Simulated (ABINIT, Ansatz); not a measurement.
# Cl (Cmce): G0W0 with ABINIT, start to end, part 3 of 3

Wanted: ground state, empty states, screening and self-energy for Cl (Cmce).

ABINIT 10.8.3; PBE and many-body steps on it, plane waves. Known limits of the many-body steps: not at the basis limit; coarse k mesh.

So far. Step 3 (Bands along the symmetry lines): The gap is 2.457 eV, −0.012 eV from the run before at this level. Step 4 (Empty states on the mesh, 4×4×1 mesh, 76 bands): On this mesh the gap is 2.469 eV.

### 5. Screening, 4×4×1 mesh, 70 bands, screening to 98 eV

The RPA dielectric matrix is built and inverted for each q.

This step: RPA screening on PBE, plane waves, norm-conserving pseudopotentials.

Input file run.abi:

```
acell 3*1.0 Angstrom
rprim 
  3.145000000000 -2.250000000000 0.000000000000
  3.145000000000 2.250000000000 0.000000000000
  0.000000000000 0.000000000000 8.210000000000
ntypat 1
znucl 17
natom 4
typat 1 1 1 1
xred 
  0.870000000000 0.130000000000 0.100000000000
  0.630000000000 0.370000000000 0.600000000000
  0.130000000000 0.870000000000 0.900000000000
  0.370000000000 0.630000000000 0.400000000000
pp_dirpath "pseudos"
pseudos "Cl.upf"
ecut 25
ngkpt 4 4 1
nshiftk 1
shiftk 0 0 0
kptopt 1
chksymbreak 0
istwfk *1
occopt 1
irdwfk 1
optdriver 3
nband 70
ecuteps 3.6
inclvkb 2
awtr 1
symchi 1
indata_prefix "in"
outdata_prefix "out"
tmpdata_prefix "tmp"
```

Launch:

```
OMP_NUM_THREADS=1 mpirun -n 4 abinit run.abi > log
```

Numbers of over 12 decimals in the logs are rounded to 6 here.

What it wrote:

```text
.Version 10.8.3 of ABINIT. v10.8.2 released Aug 2026.

 Symmetries : space group Cm c a (# 64); Bravais oC (1-face-center ortho.)
[... echo of the input left out ...]
== DATASET  1 ==================================================================
-   mpi_nproc: 4, omp_nthreads: 1 (-1 if OMP is not activated)

--- !DatasetInfo
iteration_state: {dtset: 1, }
dimensions: {natom: 4, nkpt: 7, mband: 70, nsppol: 1, nspinor: 1, nspden: 1, mpw: 4689, }
cutoff_energies: {ecut:  25.0, pawecutdg:  -1.0, }
electrons: {nelect:   2.80000000E+01, charge:   0.00000000E+00, occopt:   1.00000000E+00, tsmear:   1.00000000E-02, }

 SCREENING: Calculation of the susceptibility and dielectric matrices

 Based on a program developped by R.W. Godby, V. Olevano, G. Onida, and L. Reining.
 Incorporated in ABINIT by V. Olevano, G.-M. Rignanese, and M. Torrent.
.Using double precision arithmetic ; gwpc =  8

[... cell and pseudopotentials left out ...]
--------------------------------------------------------------------------------

 ==== K-mesh for the wavefunctions ====
 Number of points in the irreducible wedge :     7
[... list of points left out ...]
 Together with  8 symmetry operations and time-reversal symmetry
 yields    16 points in the full Brillouin Zone.

 ==== Q-mesh for the screening function ====
 Number of points in the irreducible wedge :     7
[... list of points left out ...]
 Together with  8 symmetry operations and time-reversal symmetry
 yields    16 points in the full Brillouin Zone.

 setmesh: FFT mesh size selected  =    24x   24x   50
          total number of points  =        28800

 vcoul_init : cutoff-mode = AUXILIARY_FUNCTION
 q-points for optical limit:   1
     1)      0.000010    0.000020    0.000030

- screening: taking advantage of time-reversal symmetry
- Maximum band index for partially occupied states nbvw = 14
- Remaining bands to be divided among processors   nbcw = 56
- Number of bands treated by each node ~14

 Number of electrons calculated from density =   28.0000; Expected =   28.0000
 average of density, n =  0.035710
 r_s =    1.8838
 omega_plasma =   18.2284 [eV]

 calculating chi0 at frequencies [eV] :
  1    0.000000E+00    0.000000E+00
  2    0.000000E+00    1.822838E+01

--------------------------------------------------------------------------------
  q-point number  1        q = ( 0.000000, 0.000000, 0.000000) [r.l.u.]
--------------------------------------------------------------------------------
[... chi0 elements left out ...]
 For q-point:  0.000010 0.000020 0.000030
  dielectric constant =   2.6778
  dielectric constant without local fields =   3.3055

  Average fulfillment of the sum rule on Im[epsilon] for q-point    1 :     59.61  [%]
[... wings left out ...]
  q-point number  2        q = ( 0.250000, 0.000000, 0.000000) [r.l.u.]
--------------------------------------------------------------------------------
[... chi0 elements left out ...]
  Average fulfillment of the sum rule on Im[epsilon] for q-point    2 :     66.57  [%]

 [... 5 further q-points ...]
```

Run time: 38 s. Hardware: 4 MPI ranks of Intel Xeon Platinum 8259CL at 2.50GHz (Skylake/Cascade Lake), shared host; peak memory 0.78 GiB; 2.5 min of CPU time.

Numbers from this step:

```
ε∞ with local fields, on this mesh, along the program's q direction : 2.678
the same without local fields                                       : 3.305
plasma frequency                                                    : 18.23 eV
plane waves in the screening matrix                                 : 251
```

Local fields lower ε∞ by 19 %. On a Γ-centred mesh this coarse the value itself is usually too large, while a short band sum pulls it down.

### 6. Self-energy, 4×4×1 mesh, 70 bands, screening to 98 eV

The self-energy is evaluated for the states that the input lists, and the levels follow from it, in one-shot runs by the linearised quasiparticle equation.

This step: G0W0 on PBE, plane waves, norm-conserving pseudopotentials.

run.abi: that of step 5 with these lines changed.

```diff
@@ -25,8 +25,17 @@
 irdwfk 1
-optdriver 3
+optdriver 4
 nband 70
+gwcalctyp 0
+ecutsigx 25
+symsigma 1
+nkptgw 2
+kptgw 
+  0.5000000000 0.5000000000 0.0000000000
+  0.0000000000 0.0000000000 0.0000000000
+bdgw 
+  13 16
+  13 16
 ecuteps 3.6
-inclvkb 2
-awtr 1
-symchi 1
+irdscr 1
+ppmodel 1
 indata_prefix "in"
```

What it wrote:

```text
.Version 10.8.3 of ABINIT. v10.8.2 released Aug 2026.

 Symmetries : space group Cm c a (# 64); Bravais oC (1-face-center ortho.)
[... echo of the input left out ...]
== DATASET  1 ==================================================================
-   mpi_nproc: 4, omp_nthreads: 1 (-1 if OMP is not activated)

--- !DatasetInfo
iteration_state: {dtset: 1, }
dimensions: {natom: 4, nkpt: 7, mband: 70, nsppol: 1, nspinor: 1, nspden: 1, mpw: 4689, }
cutoff_energies: {ecut:  25.0, pawecutdg:  -1.0, }
electrons: {nelect:   2.80000000E+01, charge:   0.00000000E+00, occopt:   1.00000000E+00, tsmear:   1.00000000E-02, }

 SIGMA: Calculation of the GW corrections

 Based on a program developped by R.W. Godby, V. Olevano, G. Onida, and L. Reining.
 Incorporated in ABINIT by V. Olevano, G.-M. Rignanese, and M. Torrent.
.Using double precision arithmetic ; gwpc =  8

[... cell and pseudopotentials left out ...]
--------------------------------------------------------------------------------

 ==== K-mesh for the wavefunctions ====
 Number of points in the irreducible wedge :     7
[... list of points left out ...]
 Together with  8 symmetry operations and time-reversal symmetry
 yields    16 points in the full Brillouin Zone.

 ==== Q-mesh for screening function ====
 Number of points in the irreducible wedge :     7
[... list of points left out ...]
 Together with  8 symmetry operations and time-reversal symmetry
 yields    16 points in the full Brillouin Zone.

 vcoul_init : cutoff-mode = AUXILIARY_FUNCTION
 q-points for optical limit:   1
     1)      0.000010    0.000020    0.000030
 setmesh: FFT mesh size selected  =    36x   36x   72
          total number of points  =        93312

 Number of electrons calculated from density =   28.0000; Expected =   28.0000
 average of density, n =  0.035710
 r_s =    1.8838
 omega_plasma =   18.2284 [eV]

 === KS Band Gaps ===
  >>>> For spin  1
   Minimum direct gap =   2.5251 [eV], located at k-point      :   0.0000  0.0000  0.0000
   Fundamental gap    =   2.4691 [eV], Top of valence bands at :   0.5000  0.5000  0.0000
                                       Bottom of conduction at :   0.0000  0.0000  0.0000
 SIGMA fundamental parameters:
 PLASMON POLE MODEL  1
 number of plane-waves for SigmaX                 4675
 number of plane-waves for SigmaC and W            251
 number of plane-waves for wavefunctions          4675
 number of bands                                    70
 number of independent spin polarizations            1
 number of spinorial components                      1
 number of k-points in IBZ                           7
 number of q-points in IBZ                           7
 number of symmetry operations                       8
 number of k-points in BZ                           16
 number of q-points in BZ                           16
 number of frequencies for dSigma/dE                 9
 frequency step for dSigma/dE [eV]                0.25
 number of omega for Sigma on real axis              0
 max omega for Sigma on real axis  [eV]           0.00
 zcut for avoiding poles [eV]                     0.10

 EPSILON^-1 parameters (SCR file):
 dimension of the eps^-1 matrix on file            251
 dimension of the eps^-1 matrix used               251
 number of plane-waves for wavefunctions          4675
 number of bands                                    70
 number of q-points in IBZ                           7
 number of frequencies                               2
 number of real frequencies                          1
 number of imag frequencies                          1

 matrix elements of self-energy operator (all in [eV])

 Perturbative Calculation

--- !SelfEnergy_ee
iteration_state: {dtset: 1, }
kpoint     : [   0.500,    0.500,    0.000, ]
spin       : 1
KS_gap     :    2.546
QP_gap     :    5.856
Delta_QP_KS:    3.311
data: !SigmaeeData |
     Band     E0 <VxcDFT>   SigX SigC(E0)      Z dSigC/dE  Sig(E)    E-E0       E
       13  -1.186 -14.316 -18.732   2.876   0.793  -0.261 -15.538  -1.222  -2.408
       14  -0.824 -14.673 -19.126   2.864   0.797  -0.255 -15.938  -1.265  -2.089
       15   1.722 -14.111  -8.947  -2.603   0.799  -0.252 -12.065   2.045   3.767
       16   1.912 -14.248  -9.061  -2.567   0.797  -0.255 -12.161   2.088   4.000

--- !SelfEnergy_ee
iteration_state: {dtset: 1, }
kpoint     : [   0.000,    0.000,    0.000, ]
spin       : 1
KS_gap     :    2.525
QP_gap     :    5.758
Delta_QP_KS:    3.232
data: !SigmaeeData |
     Band     E0 <VxcDFT>   SigX SigC(E0)      Z dSigC/dE  Sig(E)    E-E0       E
       13  -0.970 -14.511 -18.996   2.860   0.797  -0.254 -15.806  -1.296  -2.266
       14  -0.880 -14.707 -19.155   2.875   0.796  -0.257 -15.959  -1.251  -2.131
       15   1.645 -13.984  -8.922  -2.586   0.800  -0.250 -12.003   1.981   3.626
       16   2.208 -14.632  -9.221  -2.684   0.793  -0.262 -12.471   2.161   4.369

== END DATASET(S) ==============================================================
================================================================================

 -outvars: echo values of variables after computation  --------
           etotal      0.0000000000E+00
            nband          70
             nkpt           7
          spgroup          64
 [... the other variables as echoed above ...]

 Calculation completed.
```

Wall time 11 s (4 MPI ranks); peak memory 0.68 GiB.

Numbers from this step:

* G0W0 gap on the points computed: 5.715 eV
* starting gap on the mesh: 2.469 eV
* k of the valence top: 0.5, 0.5, 0
* k of the conduction bottom: 0, 0, 0
* Z at the valence top: 0.797
* Z at the conduction bottom: 0.8
* least direct G0W0 gap on the computed points: 5.757 eV

The gap on the mesh goes from 2.47 eV to 5.71 eV, a correction of +3.25 eV.

Limits: finite bands, cutoff and mesh; coarse k mesh. v1 is the top filled band, c1 the lowest empty one. Levels before and after the correction, in eV, zero at the valence-band top of each column:

```csv
,conduction bottom,valence top
Kohn-Sham,2.47,0.00
G0W0,5.71,0.00
```

|  | level | energy (eV) |
| --- | --- | --- |
| Kohn-Sham | (0.5 0.5 0) v2 | -0.362 |
| Kohn-Sham | (0.5 0.5 0) v1 | 0.000 |
| Kohn-Sham | (0.5 0.5 0) c1 | 2.546 |
| Kohn-Sham | (0.5 0.5 0) c2 | 2.736 |
| Kohn-Sham | Γ v2 | -0.146 |
| Kohn-Sham | Γ v1 | -0.056 |
| Kohn-Sham | Γ c1 | 2.469 |
| Kohn-Sham | Γ c2 | 3.031 |
| G0W0 | (0.5 0.5 0) v2 | -0.319 |
| G0W0 | (0.5 0.5 0) v1 | 0.000 |
| G0W0 | (0.5 0.5 0) c1 | 5.856 |
| G0W0 | (0.5 0.5 0) c2 | 6.089 |
| G0W0 | Γ v2 | -0.177 |
| G0W0 | Γ v1 | -0.042 |
| G0W0 | Γ c1 | 5.715 |
| G0W0 | Γ c2 | 6.458 |

### 7. Where the time went

Times are wall times on 4 MPI ranks of Intel Xeon Platinum 8259CL at 2.50GHz (Skylake/Cascade Lake), shared host, good to a factor of about two.

| step | time | share | memory (GiB) |
| --- | --- | --- | --- |
| ground state | 80 s | 30 % | 0.41 |
| bands along the symmetry lines | 87 s | 33 % | 0.42 |
| empty states on the mesh | 50 s | 19 % | 0.34 |
| screening | 38 s | 14 % | 0.78 |
| self-energy | 11 s | 4 % | 0.68 |

### 8. Summary of results

* PBE gap: 2.46 eV, indirect
* G0W0 gap on the mesh: 5.71 eV
* GW settings: 4×4×1 mesh, 70 bands, screening to 98 eV, Godby-Needs plasmon pole
* known limits: not at the basis limit; coarse k mesh

G0W0 moves the gap on the mesh from 2.47 eV to 5.71 eV (+3.25 eV), with Z of 0.80 and 0.80 at the edges. Local fields lower the RPA ε∞ on this mesh from 3.31 to 2.68; a Γ-centred mesh this coarse tends to raise both, most where the direct gap is narrow, while a short band sum lowers them. Only 2 of the mesh's irreducible points were corrected, so a valley elsewhere could overtake. Bands and cutoff are finite, so the gap is not at the basis limit. The miss can reach some tenths of an eV and take either sign; the mesh is an error of its own. In the G0W0 run levels were corrected at 2 k points alone, so a gap called «on the mesh» is the least over those, and an edge elsewhere would be missed. The 4×4×1 mesh is coarse for this cell, which bears on the long-range parts of exchange and screening.

[Paths, hosts, dates, memory and timing lines, banners, echoed tables and standing remarks are left out of the program output.]

[Logs are printed without paths, hosts, clocks, repeated set-up lines and the standing remarks that a program may print on its own settings, such as how far it seeks lower states.]

[Runs of the session that timed out or met a known fault of the program may be left out.]

[Hosts, paths, dates, database ids (printed as entryN), source tags and the programs' standing remarks are cut or masked in the printed files.]

[G0W0 gaps are taken among the corrected bands and points alone; a level outside them can change the order at an edge.]

[Where Ansatz stands beside ABINIT at settings called matched, ABINIT's density can come from a denser mesh and the files from another edition; pairs whose starting gaps differed by over 0.03 eV were left out, so agreement reads better than it is.]
